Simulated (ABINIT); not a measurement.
Entries from a set of simulations; values are calculated unless marked as measured.

**Quasiparticle gap of BN (P6_3mc) in ABINIT**

The structure is hexagonal, space group P6_3mc (No. 186). Conventional cell: a = 2.536 Å, b = 2.536 Å, c = 4.199 Å, α = 90.00°, β = 90.00°, γ = 120.00°. Nearest to B lie 4 N at 1.56 to 1.57 Å. N has 4 B at 1.56 to 1.57 Å nearest. Farther neighbours, and contacts between anions beyond the nearest, are not listed.

```
method               : RPA screening on PBE, plane waves, norm-conserving pseudopotentials (and 2 further levels or steps)
program              : ABINIT 10.8.3
settings             : cutoff 36 Ha, PseudoDojo scalar-relativistic 0.4.1 standard, norm-conserving, potential set dojo-sr-pbe-0.4.1-standard, ngkpt (6, 6, 4), nband 136, ecuteps 9 Ha, inclvkb 2, shiftk (0, 0, 0), symchi 1, awtr 1, frequency ppm, 6×6×4 k-mesh
cost                 : 5 runs, 12 min in all on 8 MPI ranks of Intel Xeon 6975P-C (Granite Rapids), shared host
notes                : The database entry behind the starting cell has ideal inner coordinates that were not refined. The program’s warnings: nkpt*nsppol () is not a multiple of nproc spkpt (). The cell and positions come from the Crystallography Open Database and are kept as given unless a step says otherwise. This is not the form that BN usually takes at ambient conditions. The 6×6×4 mesh is coarse for this cell, which bears on the long-range parts of exchange and screening.
PBE gap              : 5.28 eV, indirect
G0W0 gap on the mesh : 6.79 eV
GW settings          : 6×6×4 mesh, 136 bands, screening to 244.9 eV, Godby-Needs plasmon pole
known limits         : short of the basis limit; coarse k mesh
```

G0W0 moves the gap on the mesh from 5.28 eV to 6.79 eV (+1.51 eV), with Z of 0.83 and 0.86 at the edges. Local fields lower the RPA ε∞ on this mesh from 4.69 to 4.34; a Γ-centred mesh this coarse tends to raise both, most where the direct gap is narrow, while a short band sum lowers them.

[Long decimals in the printed logs are rounded to 6 places.]

[Logs are printed without paths, hosts, clocks, repeated set-up lines and the standing remarks that a program may print on its own settings, such as how far it seeks lower states.]

[Paths, hosts, dates, memory and timing lines, banners, echoed tables and standing remarks are left out of the program output; an Ansatz launch command may be rebuilt from the run's recorded settings. Measured values are a selection of at most five: reports struck by readers or far from the other reports are left out. None is set beside runs whose start may be inverted or whose files or cutoffs have a known fault.]

[Runs of the session that timed out or met a known fault of the program may be left out.]

[Hosts, paths, dates, database ids (printed as entryN), source tags and the programs' standing remarks are cut or masked in the printed files.]

[G0W0 gaps are taken among the corrected bands and points alone; a level outside them can change the order at an edge.]

[Where Ansatz stands beside ABINIT at settings called matched, ABINIT's density can come from a denser mesh and the files from another edition; pairs whose starting gaps differed by over 0.03 eV were left out, so agreement reads better than it is.]
